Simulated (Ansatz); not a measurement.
# Starting-point dependence of the GW gap of SrHgGeSe4 (Ama2)

One-shot GW is not self-consistent; how far does the start matter for SrHgGeSe4 (Ama2)?

Program: Ansatz 0.2.0. Level of theory: G0W0 on several functionals, plane waves, PAW. Results are calculated unless marked as measured.

Most raw output is cut from this account.

In doubt: masses and optical values from hybrid runs of this build are listed as unsure (step 4), which bears on the screening that GW takes from such a start.

### 1. The structure

It takes space group Ama2 (No. 40, orthorhombic). Conventional cell: a = 10.838 Å, b = 10.746 Å, c = 6.638 Å, α = 90.00°, β = 90.00°, γ = 90.00°. Nearest to Sr lie 8 Se at 3.15 to 3.28 Å. Nearest to Ge lie 4 Se at 2.35 to 2.42 Å. Nearest to Hg lie 4 Se at 2.57 to 2.83 Å. Nearest to Se lie 1 Ge at 2.39 Å and 1 Hg at 2.74 Å and 2 Sr at 3.28 Å. Nearest to Se lie 1 Ge at 2.42 Å and 1 Hg at 2.57 Å and 2 Sr at 3.15 Å. Nearest to Se lie 1 Ge at 2.35 Å and 1 Hg at 2.83 Å and 2 Sr at 3.18 Å. Farther neighbours and most contacts between anions are not listed.

Geometry: measured cell, ions relaxed with PBE. The runs that relaxed it are not among those shown. Spin-orbit coupling is left out unless a step names it.

### 2. G0W0 on PBE

G0W0 replaces the xc potential by the self-energy, built once from these orbitals. Only a window of levels is corrected, while the sums run over the empty bands that the input names. This step takes PAW set soft_1 files.

This step: G0W0 on PBE, plane waves, PAW; PAW set soft_1.

Contents of input.yaml:

```yaml
crystal:
  lattice:
    - [10.8375, 0.0, 0.0]
    - [0.0, 5.3728, 3.31885]
    - [0.0, -5.3728, 3.31885]
  atoms:
    - { symbol: Sr, position: [0.0, 0.2560433466, 0.2560433466] }
    - { symbol: Sr, position: [0.5, 0.2560433466, 0.2560433466] }
    - { symbol: Ge, position: [0.25, 0.9567885199, 0.5195787844] }
    - { symbol: Ge, position: [0.75, 0.5195787844, 0.9567885199] }
    - { symbol: Hg, position: [0.25, 0.5280692319, 0.8556187453] }
    - { symbol: Hg, position: [0.75, 0.8556187453, 0.5280692319] }
    - { symbol: Se, position: [0.0730524407, 0.1828143308, 0.7237791204] }
    - { symbol: Se, position: [0.9269475593, 0.7237791204, 0.1828143308] }
    - { symbol: Se, position: [0.4269475593, 0.1828143308, 0.7237791204] }
    - { symbol: Se, position: [0.5730524407, 0.7237791204, 0.1828143308] }
    - { symbol: Se, position: [0.25, 0.9728837483, 0.1441951116] }
    - { symbol: Se, position: [0.75, 0.1441951116, 0.9728837483] }
    - { symbol: Se, position: [0.25, 0.5501429265, 0.4178893364] }
    - { symbol: Se, position: [0.75, 0.4178893364, 0.5501429265] }
kpoints:
  mp_grid: { grid: [2, 2, 2] }
hamiltonian:
  xc: pbe
  pseudopotentials: { kind: paw, azcp: { folder: soft_1 } }
scf:
  occupations: { method: fixed }
gw:
  n_empty_bands: 407
  ecut_chi: 60
  qp_bands: [v4, c4]
  qp_kpoints: band_edges
  screening: { model: contour_deformation }
```

On the command line:

```console
$ ansatz run input.yaml --threads 2 --pin off --max-ram 92160MiB --backend cuda --events-out ev --progress --plain --runs-dir out --devices 1 --max-vram 13GiB
```

Run time: 22 s. Hardware: 1 × NVIDIA H100 80GB HBM3 (shared by 6 runs) with 2 threads of AMD EPYC 7R13 (Zen 3), shared host; peak memory 1.9 GiB.

This step gave:

```
bands summed                                 : 515
RPA ε∞ on this mesh (eigenvalues)            : 6.696, 7.595, 10.52
plane waves in the screening matrix          : 391
q-points in the mesh                         : 8
G0W0 gap on the mesh                         : 1.880 eV
k of the valence top                         : 0, -0.5, -0.5
k of the conduction bottom                   : 0, -0.5, -0.5
starting gap on the mesh                     : 1.121 eV
Z at the valence top                         : 0.7442
Z at the conduction bottom                   : 0.7703
least direct G0W0 gap on the computed points : 1.880 eV
```

The gap on the mesh goes from 1.12 eV to 1.88 eV, a correction of +0.76 eV. Between the two edge states, bare exchange in place of the xc potential would open the gap by 5.99 eV, and correlation takes back 5.23 eV.

### 3. G0W0 on r2SCAN

The same correction from a different start measures what one shot leaves open.

This step: G0W0 on r2SCAN, plane waves, PAW; PAW set soft_1.

input.yaml: that of step 2 with these lines changed.

```diff
@@ -23,3 +23,3 @@
 hamiltonian:
-  xc: pbe
+  xc: r2scan
   pseudopotentials: { kind: paw, azcp: { folder: soft_1 } }
```

Wall time 25 s (1 × NVIDIA H100 80GB HBM3 (shared by 6 runs) with 2 threads); peak memory 2.7 GiB; 34 s of CPU time.

This step gave:

```yaml
bands_summed: 515
rpa_eps_infinity_on_this_mesh_eigenvalues: 5.623, 6.356, 8.542
plane_waves_in_the_screening_matrix: 391
q_points_in_the_mesh: 8
g0w0_gap_on_the_mesh: 2.086 eV
k_of_the_valence_top: 0, -0.5, -0.5
k_of_the_conduction_bottom: 0, -0.5, -0.5
starting_gap_on_the_mesh: 1.406 eV
z_at_the_valence_top: 0.7598
z_at_the_conduction_bottom: 0.7847
least_direct_g0w0_gap_on_the_computed_points: 2.086 eV
```

Against the run with 2×2×2 mesh, 407 empty bands, screening to 60 eV, PAW set soft_1 files on PBE, the gap moves by +0.21 eV, while the start moved by +0.28 eV.

### 4. G0W0 on HSE06

This step: G0W0 on HSE06, plane waves, PAW; PAW set soft_1.

input.yaml: that of step 3 with these lines changed.

```diff
@@ -23,3 +23,3 @@
 hamiltonian:
-  xc: r2scan
+  xc: hse06
   pseudopotentials: { kind: paw, azcp: { folder: soft_1 } }
```

The job ended after 1.8 min (1 × NVIDIA H100 80GB HBM3 (shared by 6 runs) with 2 threads; peak memory 2.8 GiB; 2.4 min of CPU time).

Numbers from this step:

| Quantity | Value |
| --- | --- |
| bands summed | 515 |
| RPA ε∞ on this mesh (eigenvalues) | 5.013, 5.642, 7.288 |
| plane waves in the screening matrix | 391 |
| G0W0 gap on the mesh | 2.293 eV |
| k of the valence top | 0, -0.5, -0.5 |
| k of the conduction bottom | 0, -0.5, -0.5 |
| starting gap on the mesh | 1.920 eV |
| least direct G0W0 gap on the computed points | 2.293 eV |

Against the run with 2×2×2 mesh, 407 empty bands, screening to 60 eV, PAW set soft_1 files on r2SCAN, the gap moves by +0.21 eV, while the start moved by +0.51 eV.

### 5. Side by side

All on the 2×2×2 mesh with 407 empty bands and screening to 60 eV. Times are wall times on 1 × NVIDIA H100 80GB HBM3 (shared by 6 runs) with 2 threads of AMD EPYC 7R13 (Zen 3), shared host, good to a factor of about two.

| start | starting gap (eV) | shift (eV) | G0W0 gap (eV) | RPA ε∞ (harmonic mean) | Z (valence, conduction) | time |
| --- | --- | --- | --- | --- | --- | --- |
| PBE | 1.12 | +0.76 | 1.88 | 7.98 | 0.74, 0.77 | 22 s |
| r2SCAN | 1.41 | +0.68 | 2.09 | 6.63 | 0.76, 0.78 | 25 s |
| HSE06 | 1.92 | +0.37 | 2.29 | 5.84 | 0.78, 0.80 | 1.8 min |

The parts of the quasiparticle energy at the two band edges (eV; QP = start + Σx + Σc − Vxc):

| run | edge | start | Σx | Σc | Vxc | Z | QP |
| --- | --- | --- | --- | --- | --- | --- | --- |
| PBE | valence top | 7.33 | -18.86 | 2.20 | -16.42 | 0.74 | 7.09 |
| PBE | conduction bottom | 8.45 | -10.16 | -3.03 | -13.71 | 0.77 | 8.97 |
| r2SCAN | valence top | 7.05 | -18.97 | 2.15 | -16.79 | 0.76 | 7.02 |
| r2SCAN | conduction bottom | 8.45 | -10.07 | -3.04 | -13.76 | 0.78 | 9.11 |
| HSE06 | valence top | 6.78 | -18.74 | 2.04 | -16.81 | 0.78 | 6.88 |
| HSE06 | conduction bottom | 8.70 | -9.65 | -3.03 | -13.15 | 0.80 | 9.18 |

For a hybrid start, Vxc holds its share of exact exchange.

### 6. Outcome

```
G0W0@PBE     : 1.88 eV (start 1.12 eV)
G0W0@r2SCAN  : 2.09 eV (start 1.41 eV)
G0W0@HSE06   : 2.29 eV (start 1.92 eV)
known limits : not at the basis limit; no spin-orbit coupling; coarse k mesh
```

The starting gaps span 0.80 eV and the G0W0 gaps 0.41 eV. Between PBE and HSE06, 0.41 eV of the 0.80 eV survives, 52 %. HSE06 screens less than PBE (ε∞ 5.84 against 7.98). Of the 0.41 eV by which its G0W0 gap is higher, the correlation part gives +0.17 eV, and exchange with the one-particle terms, which follow the orbitals, +0.25 eV. The smallest correction, +0.37 eV, is on HSE06, the start nearest to reproducing itself. Bands and cutoff are finite, so the gap is not at the basis limit. The miss can reach some tenths of an eV and take either sign; the mesh is an error of its own. The 2×2×2 mesh is coarse for this cell (its supercell is 13 Å along the shortest edge). The RPA ε∞ on it, from the PBE start, is 6.70, 7.59 and 10.52; such meshes misread the long-range screening, most where the gap is narrow. The many-body steps are scalar-relativistic: spin-orbit coupling is not in them.

[Paths, hosts, dates, memory and timing lines, banners, echoed tables and standing remarks are left out of the program output.]

[Logs are printed without paths, hosts, clocks, repeated set-up lines and the standing remarks that a program may print on its own settings, such as how far it seeks lower states.]

[Runs of the session that timed out or met a known fault of the program may be left out.]

[Cells called generated may have been cut or substituted from an entry of the Crystallography Open Database or the Materials Project.]

[Hosts, paths, dates, database ids (printed as entryN), source tags and the programs' standing remarks are cut or masked in the printed files.]
